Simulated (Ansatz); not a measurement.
# Li on Cu(110): change of the work function, part 3 of 4

Aim: the work function of Cu(110) at several coverages of Li (hollow site), and the dipole that each adsorbate carries.

Ansatz 0.2.0; plane-wave DFT, PBE, Ansatz PAW.

So far, work function, upper face (eV): step 2 (the clean slab) 4.43; step 3 (37 atoms, coverage 0.111 ML, cell 3x3) 3.79.

## (4) Adsorbate added, k-mesh 6×6×1, coverage 0.25 ML

System of this step: Li/Cu(110). The cell holds 17 atoms: 16 Cu and 1 Li. Cell: a = 7.220 Å, b = 5.105 Å, c = 23.307 Å, α = 90.0°, β = 90.0°, γ = 90.0°. Vacuum lies along c.

Another coverage, to see how the dipoles act on each other as their distance changes.

Input file input.yaml:

```yaml
crystal:
  lattice:
    - [7.22, 0.0, 0.0]
    - [0.0, 5.1053109602, 0.0]
    - [0.0, 0.0, 23.3065455566]
  atoms:
    - { symbol: Cu, position: [0.25, 0.25, 0.386157613] }
    - { symbol: Cu, position: [0.0, 0.0, 0.4409202435] }
    - { symbol: Cu, position: [0.25, 0.25, 0.4989454849] }
    - { symbol: Cu, position: [0.0, 0.0, 0.5489891589] }
    - { symbol: Cu, position: [0.25, 0.75, 0.386157613] }
    - { symbol: Cu, position: [0.0, 0.5, 0.4409202435] }
    - { symbol: Cu, position: [0.25, 0.75, 0.4989454849] }
    - { symbol: Cu, position: [0.0, 0.5, 0.5489891589] }
    - { symbol: Cu, position: [0.75, 0.25, 0.386157613] }
    - { symbol: Cu, position: [0.5, 0.0, 0.4409202435] }
    - { symbol: Cu, position: [0.75, 0.25, 0.4989454849] }
    - { symbol: Cu, position: [0.5, 0.0, 0.5489891589] }
    - { symbol: Cu, position: [0.75, 0.75, 0.386157613] }
    - { symbol: Cu, position: [0.5, 0.5, 0.4409202435] }
    - { symbol: Cu, position: [0.75, 0.75, 0.4989454849] }
    - { symbol: Cu, position: [0.5, 0.5, 0.5489891589] }
    - { symbol: Li, position: [0.25, 0.25, 0.613842387] }
kpoints:
  mp_grid: { grid: [6, 6, 1] }
hamiltonian:
  xc: pbe
scf:
  occupations: { method: fermi_dirac, width: 0.1 }
  convergence: { dr2_threshold: 1.0e-08 }
efield:
  axis: 3
  dipole_correction: true
  ramp_position: 0.97
  ramp_width: 0.06
relax:
  f_tol: 0.02
  max_steps: 60
  constraints: [{ sites: [0, 1, 4, 5, 8, 9, 12, 13] }]
output:
  dos: { projected: true, e_range: [-8, 4] }
  write_potential: true
  write_density: true
  volumetric_format: npy
  elf: true
```

Command:

```console
ansatz run input.yaml --threads 4 --pin off --max-ram 16384MiB --backend cpu --events-out ev --progress --plain --runs-dir out
```

Output:

```text
[...]
Crystal: 17 atoms, lattice volume = 859.087 Å³
Basis set: ecut = 420 eV, 16789 PW (Γ), exchange–correlation on 100×72×320 points (8 copies of the dense FFT grid, shifted against one another)
Bands: 185, of which v1, the nominal top of the filled ones, is band 154 counted from 1 (153 counted from 0)
Symmetry: 4 space group operations
[...]
k-points: 16 of 36
[...]
SCF iter   1: F=—  HF=-106200.912858 eV  |F-HF|=—  |Δ(HF+E_count)|=         —  Δρ=2.50e-3  dr2=3.93e-1  ethr=1.77e-3  p=0.299 e·Å  D=6.30e-2 V/Å  ΔV_dip=-1.47 eV  dr2_dipole=1.86e-2  V_vac-E_F(+/−)=2.86/4.33 eV  ⟨swp⟩=9.1  Hψ=13463  notcnv=0  defer=151
[...]
SCF iter  12: F=-106200.893621 eV  HF=-106200.893621 eV  |F-HF|=5.37e-8  |Δ(HF+E_count)|=   9.35e-7  Δρ=9.97e-7  dr2=7.30e-9  ethr=3.26e-12  p=0.280 e·Å  D=5.90e-2 V/Å  ΔV_dip=-1.38 eV  dr2_dipole=2.20e-10  V_vac-E_F(+/−)=3.11/4.48 eV  ⟨swp⟩=18.4  Hψ=24543  notcnv=0
SCF 1 converged in 12 iterations: F = -106200.893621 eV  dr2 = 7.30e-9
[...]
relax step   1: F+E_penalty+E_count = -106200.89362135 eV  Δ(F+E_penalty+E_count) = +0.000e0 eV  max|allowed force component| = 1.173e-1 eV/Å  Δτ_max = 0.0000 Å  (12 SCF iters, accepted)
[...]
SCF iter  10: F=-106200.902430 eV  HF=-106200.902430 eV  |F-HF|=3.24e-8  |Δ(HF+E_count)|=   5.15e-8  Δρ=7.11e-7  dr2=4.32e-9  ethr=3.26e-12  p=0.265 e·Å  D=5.59e-2 V/Å  ΔV_dip=-1.30 eV  dr2_dipole=9.98e-11  V_vac-E_F(+/−)=3.18/4.48 eV  ⟨swp⟩=14.0  Hψ=19573  notcnv=0
SCF 2 converged in 10 iterations: F = -106200.902430 eV  dr2 = 4.32e-9
relax step   2: F+E_penalty+E_count = -106200.90243016 eV  Δ(F+E_penalty+E_count) = -8.809e-3 eV  max|allowed force component| = 8.685e-2 eV/Å  Δτ_max = 0.0512 Å  (10 SCF iters, accepted)
SCF iter   1: F=—  HF=-106200.924426 eV  |F-HF|=—  |Δ(HF+E_count)|=         —  Δρ=2.24e-3  dr2=2.32e-2  ethr=5.31e-5  p=0.265 e·Å  D=5.59e-2 V/Å  ΔV_dip=-1.30 eV  dr2_dipole=2.26e-5  V_vac-E_F(+/−)=3.18/4.48 eV  ⟨swp⟩=4.0  Hψ=7316  notcnv=0  defer=251
[...]
SCF iter  11: F=-106200.912544 eV  HF=-106200.912544 eV  |F-HF|=2.04e-8  |Δ(HF+E_count)|=   4.75e-8  Δρ=5.70e-7  dr2=2.88e-9  ethr=3.26e-12  p=0.259 e·Å  D=5.46e-2 V/Å  ΔV_dip=-1.27 eV  dr2_dipole=3.18e-12  V_vac-E_F(+/−)=3.21/4.48 eV  ⟨swp⟩=9.1  Hψ=18532  notcnv=0
SCF 3 converged in 11 iterations: F = -106200.912544 eV  dr2 = 2.88e-9
relax step   3: F+E_penalty+E_count = -106200.91254382 eV  Δ(F+E_penalty+E_count) = -1.011e-2 eV  max|allowed force component| = 4.640e-2 eV/Å  Δτ_max = 0.0436 Å  (11 SCF iters, accepted)
SCF iter   1: F=—  HF=-106200.917234 eV  |F-HF|=—  |Δ(HF+E_count)|=         —  Δρ=1.15e-3  dr2=5.93e-3  ethr=1.89e-5  p=0.259 e·Å  D=5.46e-2 V/Å  ΔV_dip=-1.27 eV  dr2_dipole=1.90e-5  V_vac-E_F(+/−)=3.21/4.48 eV  ⟨swp⟩=3.0  Hψ=6407  notcnv=0  defer=257
[...]
SCF iter   9: F=-106200.913889 eV  HF=-106200.913889 eV  |F-HF|=4.47e-8  |Δ(HF+E_count)|=   3.09e-8  Δρ=5.85e-7  dr2=3.35e-9  ethr=3.26e-12  p=0.260 e·Å  D=5.47e-2 V/Å  ΔV_dip=-1.28 eV  dr2_dipole=4.64e-12  V_vac-E_F(+/−)=3.20/4.48 eV  ⟨swp⟩=11.6  Hψ=21195  notcnv=0
SCF 4 converged in 9 iterations: F = -106200.913889 eV  dr2 = 3.35e-9
relax step   4: F+E_penalty+E_count = -106200.91388880 eV  Δ(F+E_penalty+E_count) = -1.345e-3 eV  max|allowed force component| = 1.430e-2 eV/Å  Δτ_max = 0.0279 Å  (9 SCF iters, accepted)
[...]
the band table was solved once a step of the walk had ended and its energy, with any forces and stress, was formed, with the checks that follow a solve (12440 applications of the Hamiltonian). They found nothing against the state; the energy, forces and stress were not computed again (output.eigenvalues in the input reference)
WARN: The output density's exchange-correlation potential varies sharply where the density is thin. Do not read a vacuum level from v_tot or v_xc, or from such a field of the output density. On a cell that repeats whose density bears no net charge and no dipole along the vacuum's axis use v_es (v_loc + v_h of the components); under efield.dipole_correction with no amplitude use v_es + v_field, which holds any externa [...]
SCF converged after 9 iterations
Free energy (F): -106200.913889 eV
[...]
Internal energy: -106200.689515 eV  (E = F + TS)
E sigma→0 (E₀):  -106200.801702 eV
Entropy (-TS):   -0.224374 eV (-13.198 meV/atom)
Fermi energy:    0.821476 eV
Dipole field:    D = 0.054725 V/Å  (p = 0.259812 e·Å, saw-weighted, corrected)
Work function:   Φ+ = 3.2049 eV   Φ− = 4.4804 eV
[...]
--- Forces (eV/Å), atoms counted from 1 ---
  atom   1  Cu     0.00000000     0.00000000     0.42388607
  atom   2  Cu     0.11480756    -0.02943560    -0.40105687
  atom   3  Cu     0.00000000     0.00000000     0.01150848
  atom   4  Cu    -0.00257701    -0.01429647    -0.00242637
  atom   5  Cu     0.00000000     0.00000000     0.47845469
  atom   6  Cu     0.11480756     0.02943560    -0.40105687
  atom   7  Cu    -0.00000000     0.00000000    -0.00435587
  atom   8  Cu    -0.00257701     0.01429647    -0.00242637
  atom   9  Cu     0.00000000     0.00000000     0.35885717
  atom  10  Cu    -0.11480756    -0.02943560    -0.40105687
  atom  11  Cu     0.00000000     0.00000000     0.01089054
  atom  12  Cu     0.00257701    -0.01429647    -0.00242637
  atom  13  Cu     0.00000000     0.00000000     0.34186391
  atom  14  Cu    -0.11480756     0.02943560    -0.40105687
  atom  15  Cu    -0.00000000     0.00000000    -0.00896360
  atom  16  Cu     0.00257701     0.01429647    -0.00242637
  atom  17  Li     0.00000000     0.00000000     0.00178499
  max |Σ_I F_I| component: 6.57e-6 eV/Å
--- Band table (eV; the first three rows and the last of 16) ---
  k-point 0: bands = [... 150 lower, -0.1342, -0.0117, 0.8954, 0.9046, 1.3063, 1.3993, 1.7139, 1.9732, ... 27 higher]
  k-point 1: bands = [... 150 lower, 0.0007, 0.1925, 0.2173, 0.4246, 0.8762, 0.9229, 1.8918, 2.3771, ... 27 higher]
  k-point 2: bands = [... 150 lower, -0.4857, 0.2133, 0.2485, 0.4573, 0.7562, 0.7902, 1.9649, 2.2564, ... 27 higher]
  k-point 15: bands = [... 150 lower, -0.3033, -0.2950, -0.2421, 1.7585, 1.8024, 1.8184, 2.0727, 2.5830, ... 27 higher]
--- Relaxed structure (4 steps of the walk, 4 accepted, 0 SCFs on fresh bases) ---
  F+E_penalty+E_count = -106200.91388880 eV   max|allowed force component| = 1.430e-2 eV/Å
  atoms:
    - { symbol: Cu, position: [0.25, 0.25, 0.386158] }
    - { symbol: Cu, position: [0.0, 0.0, 0.440920] }
    - { symbol: Cu, position: [0.25, 0.25, 0.500238] }
    - { symbol: Cu, position: [-0.00750519, 0.000451724, 0.549745] }
    - { symbol: Cu, position: [0.25, 0.75, 0.386158] }
    - { symbol: Cu, position: [0.0, 0.5, 0.440920] }
    - { symbol: Cu, position: [0.25, 0.75, 0.502544] }
    - { symbol: Cu, position: [-0.00750519, 0.499548, 0.549745] }
    - { symbol: Cu, position: [0.750000, 0.25, 0.386158] }
    - { symbol: Cu, position: [0.5, 0.0, 0.440920] }
    - { symbol: Cu, position: [0.750000, 0.25, 0.497473] }
    - { symbol: Cu, position: [0.507505, 0.000451724, 0.549745] }
    - { symbol: Cu, position: [0.750000, 0.75, 0.386158] }
    - { symbol: Cu, position: [0.5, 0.5, 0.440920] }
    - { symbol: Cu, position: [0.750000, 0.75, 0.497069] }
    - { symbol: Cu, position: [0.507505, 0.499548, 0.549745] }
    - { symbol: Li, position: [0.25, 0.25, 0.610909] }
```

Run time: 6.9 min. Hardware: 4 threads of Arm Neoverse V1, shared host; peak memory 4.5 GiB; 27 min of CPU time.

Step by step:

```
step  energy less that of the first step (eV)  largest force component (eV/Å)
   1                                   0.0000                          0.1173
   2                                  -0.0088                          0.0868
   3                                  -0.0189                          0.0464
   4                                  -0.0203                          0.0143
```

Forces are held to the 4 operations that the program found; a distortion that breaks them can't arise in this run.

The atoms that moved most (Å):

```csv
atom,dx,dy,dz,length
Cu7,0.000,0.000,0.084,0.084
Li17,0.000,0.000,-0.068,0.068
Cu4,-0.054,0.002,0.018,0.057
Cu8,-0.054,-0.002,0.018,0.057
Cu12,0.054,0.002,0.018,0.057
Cu16,0.054,-0.002,0.018,0.057
Cu15,0.000,0.000,-0.044,0.044
Cu11,0.000,0.000,-0.034,0.034
```

The relaxed structure:

```xyz
17
Lattice="7.2200 0.0000 0.0000 0.0000 5.1053 0.0000 0.0000 0.0000 23.3065" Properties=species:S:1:pos:R:3
Cu    1.8050    1.2763    9.0000
Cu    0.0000    0.0000   10.2763
Cu    1.8050    1.2763   11.6588
Cu   -0.0542    0.0023   12.8127
Cu    1.8050    3.8290    9.0000
Cu    0.0000    2.5527   10.2763
Cu    1.8050    3.8290   11.7126
Cu   -0.0542    2.5503   12.8127
Cu    5.4150    1.2763    9.0000
Cu    3.6100    0.0000   10.2763
Cu    5.4150    1.2763   11.5944
Cu    3.6642    0.0023   12.8127
Cu    5.4150    3.8290    9.0000
Cu    3.6100    2.5527   10.2763
Cu    5.4150    3.8290   11.5850
Cu    3.6642    2.5503   12.8127
Li    1.8050    1.2763   14.2382
```

This step gave:

```
energy at zero smearing        : -106200.8017 eV
work function, upper face      : 3.205 eV
work function, lower face      : 4.480 eV
dipole along the normal        : 0.2598 e·Å
step between the vacuum levels : -1.275 eV
```

The density of states has structure finer than the step of the table below, so its rows give means over 0.25 eV. Peaks (eV: height): -3.070: 68.3, -2.770: 90.4, -2.710: 84.8, -2.560: 76.4, -2.290: 85.3, -1.710: 136, -1.620: 117.

Table of density of states by energy, zero at the Fermi level; means over each step:

```
energy (eV)  density of states (states/eV a cell)
      -7.75                                  1.64
      -7.50                                  1.48
      -7.25                                  1.61
      -7.00                                  1.72
      -6.75                                  1.86
      -6.50                                  2.19
      -6.25                                  1.40
      -6.00                                  1.64
      -5.75                                  3.46
      -5.50                                  4.87
      -5.25                                  4.45
      -5.00                                  6.53
      -4.75                                  7.82
      -4.50                                  14.6
      -4.25                                  20.3
      -4.00                                  27.0
      -3.75                                  31.3
      -3.50                                  41.4
      -3.25                                  40.3
      -3.00                                  56.2
      -2.75                                  67.4
      -2.50                                  52.4
      -2.25                                  65.0
      -2.00                                  60.5
      -1.75                                  96.0
      -1.50                                  68.6
      -1.25                                  8.07
      -1.00                                  6.28
      -0.75                                  6.31
      -0.50                                  5.79
      -0.25                                  5.30
       0.00                                  6.39
       0.25                                  8.20
       0.50                                  4.37
       0.75                                  5.81
       1.00                                  5.51
       1.25                                  3.54
       1.50                                  7.35
       1.75                                  9.19
```

Projected DOS per atom over height of the atomic layer and energy from the Fermi level. Layers: Cu4 Cu4 Cu4 Cu4 Li from below.

Ten even steps from '_' (0.01 states/eV) to '@' (6.34 states/eV), each cell a mean:
```
________..
__________
__________
__________
__________
__________
__________
**==----__
@@++++@@__
**====**__
++**++**__
--++====__
..====::__
__::--..__
__....____
__________
__________
__________
__________
__________
__________
__________
```
Columns: height of the atomic layer (Å) from 9 to 14.2 (not evenly spaced); rows upwards: energy from the Fermi level (eV) from -7.96 to 1.95.

ELF in the ca plane at fractional y = 0.250, with atoms of Cu and Li within 0.2 Å of it. It is the smooth field of the valence electrons, not physical close to the nuclei.

Ten even steps from '0' (0.00 × 1e-1) to '9' (9.78 × 1e-1), each cell a mean:
```
00000001122222222222223333211000000000000000
00000011111222221122222222110000000000000000
00000011112122211212222211000000000000000000
00000111245212124521222110000000000000000000
00000111278312126841121100000000000000000000
00000111244212124521222110000000000000000000
00000011112122211212222211000000000000000000
00000011111222221122222222110000000000000000
00000001122222222222223333211000000000000000
00000001122222222222223443321000000000000000
00000011112222222222334443221000000000000000
00000011111222221112343200000000000000000000
00000111123212212321231132000000000000000000
00000111267312125742220699100000000000000000
00000111267312125742220698100000000000000000
00000111122212212321231132000000000000000000
00000011111222221112343200000000000000000000
00000011112222222222334443221000000000000000
00000001122222222222223444321000000000000000
```
Columns run along c (16.0 Å, from fractional 0.24 to 0.92 of the cell), rows up along a (7.2 Å). Atoms in or near the plane, at fractional coordinates: Cu at (0.39, 0.25), Cu at (0.50, 0.25), Cu at (0.39, 0.75), Cu at (0.50, 0.75), Li at (0.61, 0.25).

Electrostatic potential energy in the ca plane at fractional y = 0.250, with atoms of Cu and Li within 0.2 Å of it. With pseudopotentials it is smooth inside the atoms' cores, unlike the true potential.

Ten even steps from '0' (-45 eV) to '9' (5 eV), each cell a mean:
```
99999999999999999999999999999999999999999999
99999999999999999899999999999999999999999999
99999999754689975468999999999999999999999999
99999998300279840017999999999999999999999999
99999997200068720006999999999999999999999999
99999998300279840017999999999999999999999999
99999999754789975468999999999999999999999999
99999999998999998899999999999999999999999999
99999999999999999999999999999999999999999999
99999999999998999999999999999999999999999999
99999999999999999999999999999999999999999999
99999999877899987789999888999999999999999999
99999998521489962137998656899999999999999999
99999997200169830005897424789999999999999999
99999997200169830005897424789999999999999999
99999998521489962137998656899999999999999999
99999999877899988789999888999999999999999999
99999999999999999999999999999999999999999999
99999999999998999999999999999999999999999999
```
Columns run along c (16.0 Å, from fractional 0.24 to 0.92 of the cell; values clipped at the 3rd and 97th percentile), rows up along a (7.2 Å). Atoms in or near the plane, at fractional coordinates: Cu at (0.39, 0.25), Cu at (0.50, 0.25), Cu at (0.39, 0.75), Cu at (0.50, 0.75), Li at (0.61, 0.25).

Valence density in the ca plane at fractional y = 0.250, with atoms of Cu and Li within 0.2 Å of it. It is the smooth field of the valence electrons, not physical close to the nuclei.

Values in e/Å³, 10 rows by 16 columns, each cell a mean:
```
 0  0  0  0  0  0  0  0  0  0  0  0  0  0  0  0
 0  0  0  5  1  1  4  0  0  0  0  0  0  0  0  0
 0  0  0 23  3  4 22  0  0  0  0  0  0  0  0  0
 0  0  0  1  0  0  1  0  0  0  0  0  0  0  0  0
 0  0  0  0  0  0  0  0  0  0  0  0  0  0  0  0
 0  0  0  0  0  0  0  0  0  0  0  0  0  0  0  0
 0  0  0  4  1  1  4  0  0  0  0  0  0  0  0  0
 0  0  0 23  3  3 23  0  2  1  0  0  0  0  0  0
 0  0  0  1  0  0  2  0  0  0  0  0  0  0  0  0
 0  0  0  0  0  0  0  0  0  0  0  0  0  0  0  0
```
Columns run along c (16.0 Å, from fractional 0.24 to 0.92 of the cell), rows up along a (7.2 Å). Atoms in or near the plane, at fractional coordinates: Cu at (0.39, 0.25), Cu at (0.50, 0.25), Cu at (0.39, 0.75), Cu at (0.50, 0.75), Li at (0.61, 0.25).

The relaxation took 4 steps and lowered the energy by 0.020 eV; the largest force on the free atoms ends at 0.014 eV/Å.

By hand: a sheet of dipoles makes a step −p/(ε₀A) in the electron's potential. With e/ε₀ = 180.95 V·Å, p = 0.2598 e·Å and A = 36.86 Å², that is −180.95 × (0.2598) / 36.86 = -1.275 eV, and the two vacuum levels of the run differ by -1.275 eV.

The covered face has 3.20 eV, -1.23 eV against the clean one; the bare back face has moved by +0.05 eV, a measure of how thin the slab is.

## (5) The covered slab, k-mesh 6×6×1, coverage 0.5 ML

System of this step: Li/Cu(110). The cell holds 18 atoms: 16 Cu and 2 Li. Its edges and angles: a = 7.220 Å, b = 5.105 Å, c = 23.307 Å, α = 90.0°, β = 90.0°, γ = 90.0°. Vacuum lies along c.

Another coverage, to see how the dipoles act on each other as their distance changes.

input.yaml, as its differences from that of step 4:

```diff
@@ -23,2 +23,3 @@
     - { symbol: Li, position: [0.25, 0.25, 0.613842387] }
+    - { symbol: Li, position: [0.75, 0.25, 0.613842387] }
 kpoints:
```

Output:

```text
[...]
Crystal: 18 atoms, lattice volume = 859.087 Å³
Basis set: ecut = 420 eV, 16789 PW (Γ), exchange–correlation on 100×72×320 points (8 copies of the dense FFT grid, shifted against one another)
Bands: 186, of which v1, the nominal top of the filled ones, is band 155 counted from 1 (154 counted from 0)
Symmetry: 8 space group operations
[...]
- { symbol: Cu, position: [6.382900e-19, 0.500431, 0.550177] }
[...]
- { symbol: Cu, position: [0.750000, 0.75, 0.386158] }
    - { symbol: Cu, position: [0.5, 0.5, 0.440920] }
    - { symbol: Cu, position: [0.750000, 0.75, 0.499056] }
    - { symbol: Cu, position: [0.5, 0.500431, 0.550177] }
    - { symbol: Li, position: [0.25, 0.25, 0.611151] }
    - { symbol: Li, position: [0.750000, 0.25, 0.611151] }
[key lines of the parts left out:]
SCF converged after 8 iterations
Free energy (F): -106406.416066 eV
Fermi energy:    1.092498 eV
Dipole field:    D = 0.074029 V/Å  (p = 0.351461 e·Å, saw-weighted, corrected)
Work function:   Φ+ = 2.7502 eV   Φ− = 4.4756 eV
```

Elapsed: 6.4 min, on 4 threads; peak memory 4.5 GiB.

(Continued in part 4 of 4.)

[Long decimals in the printed logs are rounded to 6 places.]

[Logs are printed without paths, hosts, clocks, repeated set-up lines and the standing remarks that a program may print on its own settings, such as how far it seeks lower states.]

[Hosts, paths, dates, database ids (printed as entryN), source tags and the programs' standing remarks are cut or masked in the printed files.]

[Maps of the electrostatic potential energy from Ansatz leave out the sawtooth potential of an applied field or a dipole correction, so their vacuum need not be flat; planar profiles and work functions include it.]
